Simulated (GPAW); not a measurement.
## Optical response of Re

Aim: the dielectric function of Re, and the optical constants that follow from it.

Method: DFT, PBE, plane-wave PAW (GPAW data sets), scalar-relativistic, RPA, optical limit, in GPAW 26.7.0.

### 1. The starting structure

Symmetry: P6_3/mmc, No. 194, hexagonal system. Conventional cell: a = 2.761 Å, b = 2.761 Å, c = 4.458 Å, α = 90.00°, β = 90.00°, γ = 120.00°. Nearest to Re lie 12 Re at 2.74 to 2.76 Å.

Structure file:

```cif
data_structure
_symmetry_space_group_name_H-M 'P 1'
_symmetry_Int_Tables_number 1
_cell_length_a 2.7608
_cell_length_b 2.7608
_cell_length_c 4.4582
_cell_angle_alpha 90.000
_cell_angle_beta 90.000
_cell_angle_gamma 120.000
_cell_volume 29.43
loop_
_atom_site_label
_atom_site_type_symbol
_atom_site_fract_x
_atom_site_fract_y
_atom_site_fract_z
_atom_site_occupancy
Re1 Re 0.66667 0.33333 0.75000 1
Re2 Re 0.33333 0.66667 0.25000 1
```

### 2. Ground state

First the ground state: is it a metal or has it a gap?

This step: DFT, PBE, plane-wave PAW (GPAW data sets), scalar-relativistic, ground state (GPAW 26.7.0).

The input, gs.py:

```python
from ase import Atoms
from ase.dft.bandgap import bandgap
from gpaw import GPAW, PW, FermiDirac

atoms = Atoms(['Re', 'Re'],
              cell=[[2.760800000000, 0.000000000000, 0.000000000000],
                    [-1.380400000000, 2.390922934800, 0.000000000000],
                    [0.000000000000, 0.000000000000, 4.458200000000]],
              scaled_positions=[[0.666666666700, 0.333333333300, 0.750000000000],
                                [0.333333333300, 0.666666666700, 0.250000000000]],
              pbc=[True, True, True])
atoms.calc = GPAW(mode=PW(500), xc='PBE', kpts={'size': (9, 9, 5), 'gamma': True},
                  occupations=FermiDirac(0.05), maxiter=150, txt='gs.txt')
print('energy (eV)', atoms.get_potential_energy())
print('Fermi level (eV)', atoms.calc.get_fermi_level())
print('valence electrons', atoms.calc.get_number_of_electrons())
print('gap (eV)', bandgap(atoms.calc, output=None)[0])
print('direct gap (eV)', bandgap(atoms.calc, direct=True, output=None)[0])
atoms.calc.write('gs.gpw')
```

Launch:

```sh
> OMP_NUM_THREADS=1 python gs.py
```

Numbers of over 12 decimals in the logs are rounded to 6 here.

Log:

```text
__  _  _
 | _ |_)|_||  |
 |__||  | ||/\| - 26.7.0

Versions:
  Python: 3.12.14
  ASE:    3.29.0
  Numpy:  2.5.5
  Scipy:  1.18.1
  Libxc:  7.0.0

Input parameters:
  mode=PW(ecut=500.0),
  kpts=MonkhorstPack(size=(9, 9, 5), gamma=True),
  maxiter=150,
  occupations=Occupations(name='fermi-dirac', width=0.05, fixmagmom=False),
  xc=XC(name='PBE')

Diagonalizing LCAO Hamiltonian
Converting LCAO to pw mode

          Re

        Re

Atoms  # Å, Bohr magnetons
|   | symbol |         x |        y |        z |    initial magnetic moments |
| 0 |     Re |  1.380400 | 0.796974 | 3.343650 | ( 0.0000,  0.0000,  0.0000) |
| 1 |     Re | -0.000000 | 1.593949 | 1.114550 | ( 0.0000,  0.0000,  0.0000) |

Unit cell  # Å
| periodic |         x |        y |        z |  lengths |     angles |
|      yes |  2.760800 | 0.000000 | 0.000000 | 2.760800 |  90.000000 |
|      yes | -1.380400 | 2.390923 | 0.000000 | 2.760800 |  90.000000 |
|      yes |  0.000000 | 0.000000 | 4.458200 | 4.458200 | 120.000000 |

Number of symmetries: 12
Symmetry operations  # r_c * U_cc + t_c -> r_c
|    | kind |            matrix            |
|  0 |  σ   |  1, 1, 0,  0,-1, 0,  0, 0, 1 |
|  1 |  S6  |  1, 1, 0, -1, 0, 0,  0, 0,-1 |
|  2 |  E   |  1, 0, 0,  0, 1, 0,  0, 0, 1 |
|  3 |  C2  |  1, 0, 0, -1,-1, 0,  0, 0,-1 |
|  4 |  C2  |  0, 1, 0,  1, 0, 0,  0, 0,-1 |
|  5 |  C3  |  0, 1, 0, -1,-1, 0,  0, 0, 1 |
|  6 |  S6  |  0,-1, 0,  1, 1, 0,  0, 0,-1 |
|  7 |  σ   |  0,-1, 0, -1, 0, 0,  0, 0, 1 |
|  8 |  σ   | -1, 0, 0,  1, 1, 0,  0, 0, 1 |
|  9 |  i   | -1, 0, 0,  0,-1, 0,  0, 0,-1 |
| 10 |  C3  | -1,-1, 0,  1, 0, 0,  0, 0, 1 |
| 11 |  C2  | -1,-1, 0,  0, 1, 0,  0, 0,-1 |

BZ-sampling:
  Number of BZ points: 405
  Number of IBZ points: 50

  Monkhorst-Pack size: [9, 9, 5]
  Monkhorst-Pack shift: [0, 0, 0]

K-points  # in reciprocal-cell coordinates
|     |                                coordinates |     weight |
|   0 | (  0.00000000,   0.00000000,   0.00000000) | 0.00246914 |
|   1 | (  0.00000000,   0.00000000,   0.20000000) | 0.00493827 |
|   2 | (  0.00000000,   0.00000000,   0.40000000) | 0.00493827 |
|   3 | (  0.11111111,   0.00000000,  -0.40000000) | 0.01481481 |
|   4 | (  0.11111111,   0.00000000,  -0.20000000) | 0.01481481 |
|   5 | (  0.11111111,   0.00000000,   0.00000000) | 0.01481481 |
|   6 | (  0.11111111,   0.00000000,   0.20000000) | 0.01481481 |
|   7 | (  0.11111111,   0.00000000,   0.40000000) | 0.01481481 |
|   8 | (  0.22222222,  -0.11111111,   0.00000000) | 0.01481481 |
|   9 | (  0.22222222,  -0.11111111,   0.20000000) | 0.02962963 |
| ... |                                            |            |
|  49 | (  0.44444444,   0.44444444,   0.40000000) | 0.02962963 |

Plane wave coefficients: 768
Cutoff: 500.0 eV

Spin-components: 1 (collinear spins)
Bands:           20
Projectors:      12
Spin-degeneracy: 2
Datatype:        complex128

Parallelization:
  kpt:    1
  domain: 1
  band:   1

Density:
  Valence electrons: 26.0
  Components: 1
  Grid points: [15 15 24]
  Charge: 0.0  # |e|

Potential:
  Grid points: [15 15 24]

species:
  Re:
    name:    Rhenium
    id:
    Z:       75.0
    valence: 13
    core:    62
    charge:  0.0  # [|e|]
    compensation charges:
      type: gauss
      rc: 0.42  # [Å]
      lmax: 2
    cutoffs:
      filter: 2.40  # [Å]
      core: 2.76  # [Å]
    projectors
    | kind |    occ | energy [eV] | rcut [Å] |
    |   6s |  2.000 |      -5.924 |    1.376 |
    |   5p |  6.000 |     -47.045 |    1.376 |
    |   6p |  0.000 |      -1.325 |    1.376 |
    |   5d |  5.000 |      -5.383 |    1.307 |
    |    s |        |      21.287 |    1.376 |
    |    d |        |      21.828 |    1.307 |

    Using partial waves for Re as LCAO basis

Reference energy: -907375.111031  # eV

eigensolver:
  PPCG
  Converge bands: occupied
  niter=2

density mixing:
  MSR1-Mixer
  Pratt-step length: 0.05
  Maximum mixing coefficient: 0.75
  Old densities: 10
  SVD Regularization: 0.005
  Good broyden scale: 1.0
  Trust region scale: 1.0
  Backstep threshold: 4.0
  History deletion threshold: 6.0
  Fourier metric: weight=20.0, sigma=0.015

occupation numbers:
  Fermi-Dirac:
    width: 0.0500  # eV

poisson solver:
  ecut: 4000.0  # eV

xc functional:
  name: PBE with 2 nearest neighbor stencil

convergence criteria:
- Maximum [total energy] change in last 3 cyles: 0.0005 eV / valence electron
- Maximum integral of absolute [dens]ity change: 0.0001 electrons / valence electron
- Maximum integral of absolute [eigenst]ate change: 4e-08 eV^2 / valence electron
maximum number of iterations: 150

SCF iterations
|iter     |      energy | eigst |  dens |
|iter:   1||  -23.716313 | +0.34 |       |
|iter:   2||  -23.643649 | -2.05 | -1.21 |
|iter:   3||  -23.280942 | -1.41 | -1.25 |
|iter:   4||  -23.292235 | -2.75 | -2.00 |
|iter:   5||  -23.299519 | -2.90 | -2.33 |
|iter:   6||  -23.299605c| -4.24 | -3.55 |
|iter:   7||  -23.299613c| -5.05 | -3.88 |
|iter:   8||  -23.299615c| -5.84 | -4.42c|
|iter:   9||  -23.299616c| -6.90 | -4.62c|
|iter:  10||  -23.299616c| -7.68c| -5.53c|

Converged in 10 steps
SCF loop duration: 12.825 s (1.282 s/step)
Energy contributions relative to reference atoms: (reference = -907375.111031)

Energy contributions:
  Kinetic:           9.138880
  Coulomb:         -12.166788
  Zero:              0.125221
  External:          0.000000
  Xc:              -20.387230
  Entropy:          -0.019398
  Spinorbit:         0.000000
  ----------------------------
  Free energy:     -23.309315
  Extrapolated:    -23.299616

dipole moment: (-0.000000, -0.000000, -0.000001)  # |e|*Ang

Fermi level: 14.302
Eigenvalues  # (at kpt = [0.000, 0.000, 0.000])
| band index |      eig [eV] | occ [0-2] |
|          0 |       -28.027 |     2.000 |
|        ... |               |           |
|          5 |       -26.788 |     2.000 |
|          6 |         4.539 |     2.000 |
|          7 |         7.775 |     2.000 |
|          8 |        12.786 |     2.000 |
|          9 |        12.786 |     2.000 |
|         10 |        12.788 |     2.000 |
|         11 |        13.621 |     2.000 |
|         12 |        13.621 |     2.000 |
|         13 |        14.545 |     0.015 |
|         14 |        14.545 |     0.015 |
|         15 |        14.958 |     0.000 |
|         16 |        17.712 |     0.000 |
|         17 |        17.712 |     0.000 |
|         18 |        24.355 |     0.000 |
|         19 |        31.725 |     0.000 |

No gap
No difference between direct/indirect transitions

--- standard output ---
energy (eV) -23.299616
Fermi level (eV) 14.302421
valence electrons 26.0
gap (eV) 0.0
direct gap (eV) 0.0
```

Wall time 15 s (1 thread of Arm Neoverse V1, shared host); peak memory 0.14 GiB.

Numbers from this step:

```
energy       : -23.30 eV
Fermi energy : 14.30 eV
electrons    : 26
```

There are states at the Fermi level within the smearing, so the occupations stay smeared and the carriers get a Drude term.

### 3. Bands for the response

The response needs many more empty bands than the density does.

This step: DFT, PBE, plane-wave PAW (GPAW data sets), scalar-relativistic, bands at fixed density (GPAW 26.7.0).

The input, nscf.py:

```python
from ase.dft.bandgap import bandgap
from gpaw import GPAW, FermiDirac

calc = GPAW('gs.gpw').fixed_density(kpts={'size': (18, 18, 10), 'gamma': True}, nbands=43, convergence={'bands': 37},
                                    occupations=FermiDirac(0.05), txt='nscf.txt')
print('gap (eV)', bandgap(calc, output=None)[0])
print('direct gap (eV)', bandgap(calc, direct=True, output=None)[0])
print('top band over the Fermi level (eV)', min(calc.get_eigenvalues(kpt=k)[36] for k in range(len(calc.get_ibz_k_points()))) - calc.get_fermi_level())
calc.write('full.gpw', mode='all')
```

Launch:

```sh
> OMP_NUM_THREADS=1 python nscf.py
```

Log:

```text
Diagonalizing LCAO Hamiltonian
Converting LCAO to pw mode
convergence criteria:
- Maximum integral of absolute [eigenst]ate change: 4e-08 eV^2 / valence electron
maximum number of iterations: 150

SCF iterations
|iter     |      energy | eigst |  dens |
|iter:   1||             | +3.26 |       |
|iter:   2||             | +1.77 |       |
|iter:   3||             | +0.74 |       |
|iter:   4||             | -0.39 |       |
|iter:   5||             | -0.85 |       |
|iter:   6||             | -0.93 |       |
|iter:   7||             | -0.91 |       |
|iter:   8||             | -1.07 |       |
|iter:   9||             | -1.16 |       |
|iter:  10||             | -1.56 |       |
|iter:  11||             | -1.90 |       |
|iter:  12||             | -2.46 |       |
|iter:  13||             | -3.20 |       |
|iter:  14||             | -4.13 |       |
|iter:  15||             | -5.15 |       |
|iter:  16||             | -6.03 |       |
|iter:  17||             | -6.79 |       |
|iter:  18||             | -7.43c|       |
SCF steps: 18
  __  _  _
 | _ |_)|_||  |
 |__||  | ||/\| - 26.7.0

Versions:
  Python: 3.12.14
  ASE:    3.29.0
  Numpy:  2.5.5
  Scipy:  1.18.1
  Libxc:  7.0.0

Input parameters:
  mode=PW(ecut=500.0),
  convergence={'bands': 37},
  gpts=array([15, 15, 24]),
  kpts=MonkhorstPack(size=(18, 18, 10), gamma=True),
  maxiter=150,
  nbands=43,
  occupations=Occupations(name='fermi-dirac', width=0.05, fixmagmom=False),
  parallel={},
  xc=XC(name='PBE')

--- standard output ---
gap (eV) 0.0
direct gap (eV) 0.0
top band over the Fermi level (eV) 37.617074
```

It took 5 min on 1 thread; peak memory 0.35 GiB.

### 4. Dielectric function, RPA

Local fields let the induced charge screen the field inside the cell, which as a rule lowers ε, most along directions where the density is uneven.

This step: DFT, PBE, plane-wave PAW (GPAW data sets), scalar-relativistic, RPA, optical limit (GPAW 26.7.0).

The input, df.py:

```python
from gpaw.response.df import DielectricFunction

df = DielectricFunction('full.gpw', frequencies={'type': 'nonlinear', 'domega0': 0.03, 'omega2': 8},
                        ecut=50,
                        eta=0.15,
                        nbands=37,
                        rate=0.05,
                        txt='df.txt')
for direction in ['x', 'z']:
    df.get_dielectric_function(xc='RPA', direction=direction, filename=f'df_{direction}.csv')
```

Launch:

```sh
> OMP_NUM_THREADS=1 python df.py
```

Log:

```text
Using integrator: PointIntegrator
NonLinearFrequencyDescriptor(from 0.000 to 83.625 eV, 524 points)
Nonperiodic BCs:  [False False False]
Using integrator: PointIntegrator
NonLinearFrequencyDescriptor(from 0.000 to 83.625 eV, 524 points)
Nonperiodic BCs:  [False False False]
Using integrator: PointIntegrator

Calculating chi0 body with:
    Ground state adapter containing:
    Number of spins: 1
    Number of kpoints: 3240
    Number of irreducible kpoints: 330
    Number of completely occupied states: 10
    Number of partially occupied states: 16

    Linear response parametrization:
    q_c: [0.0, 0.0, 0.0]
    Number of frequency points: 524
    Planewave cutoff: 50.0
    Number of bands: 37
    Number of planewaves: 23
    Broadening (eta): 0.15

Integrating chi0 body.

Symmetries of q_c:
    Direct symmetries (Uq -> q): 12
    Indirect symmetries (TUq -> q): 0
In total 12 allowed symmetries.

330 groups of equivalent kpoints. 89.814815% reduction.

Integral kind: spectral function

Calculating chi0 optical extensions with:
    Ground state adapter containing:
    Number of spins: 1
    Number of kpoints: 3240
    Number of irreducible kpoints: 330
    Number of completely occupied states: 10
    Number of partially occupied states: 16

    Linear response parametrization:
    Number of frequency points: 524
    Planewave cutoff: 50.0
    Number of bands: 37
    Number of planewaves: 23
    Broadening (eta): 0.15
Integrating chi0 head and wings.

Symmetries of q_c:
    Direct symmetries (Uq -> q): 12
    Indirect symmetries (TUq -> q): 0
In total 12 allowed symmetries.

330 groups of equivalent kpoints. 89.814815% reduction.

Integral kind: spectral function wings

Calculating drude chi0 with:
    Number of frequency points:524
    Plasma frequency decay rate: 0.05 eV

    Ground state adapter containing:
    Number of spins: 1
    Number of kpoints: 3240
    Number of irreducible kpoints: 330
    Number of completely occupied states: 10
    Number of partially occupied states: 16

Symmetries of q_c:
    Direct symmetries (Uq -> q): 12
    Indirect symmetries (TUq -> q): 0
In total 12 allowed symmetries.

330 groups of equivalent kpoints. 89.814815% reduction.

Integral kind: intraband
Plasma frequency:
[[7.35-0.j 0.  +0.j 0.  +0.j]
 [0.  +0.j 7.35-0.j 0.  +0.j]
 [0.  +0.j 0.  +0.j 8.55-0.j]]
```

Wall time 43 s (1 thread); peak memory 0.22 GiB.

Sum at mesh points, not converged in k. The Im ε by photon energy; read off at these points:

```csv
photon energy (eV),E ∥ x,E ∥ z
0.500,94.2,97.2
0.750,45.5,45.9
1.000,32.2,30.7
1.250,23.2,21.3
1.500,20.5,21.6
1.750,19.8,19.6
2.000,19.1,18.8
2.250,20.4,18.8
2.500,23.2,17.0
2.585,23.5,16.2
2.750,21.2,14.6
3.000,21.5,17.7
3.250,20.5,15.5
3.500,18.8,15.7
3.750,17.3,14.1
4.000,21.9,15.3
4.250,22.9,15.4
4.290,23.0,15.4
4.500,22.3,15.9
4.750,18.2,15.5
5.000,15.1,16.6
5.250,12.5,16.8
5.500,11.4,14.6
5.750,9.79,11.6
6.000,8.85,9.32
6.250,8.30,7.34
6.500,7.81,7.05
6.750,6.66,6.29
7.000,5.89,5.70
7.250,4.79,5.08
7.500,3.97,4.62
7.750,3.57,4.07
8.000,3.81,3.61
8.250,3.36,3.28
8.500,3.07,3.57
8.750,3.15,4.01
9.000,2.80,4.03
9.250,2.93,4.00
9.500,2.98,4.01
9.750,2.68,4.28
10.000,3.13,4.22
10.250,3.91,3.92
10.500,4.30,3.48
10.591,4.41,3.50
10.750,4.31,3.43
11.000,3.80,3.79
11.250,3.42,3.71
11.500,3.22,3.10
11.750,3.21,3.04
12.000,2.98,2.91
12.250,2.88,3.36
12.500,2.55,3.28
12.750,2.48,2.70
13.000,2.42,2.47
13.250,2.45,2.52
13.500,2.47,2.50
13.750,2.14,2.69
```

[end of part 1 of 2]

[Machine, clock and banner lines and Python warnings are left out of the logs.]

[Logs are printed without paths, hosts, clocks, repeated set-up lines and the standing remarks that a program may print on its own settings, such as how far it seeks lower states.]

[Hosts, paths, dates, database ids (printed as entryN), source tags and the programs' standing remarks are cut or masked in the printed files.]
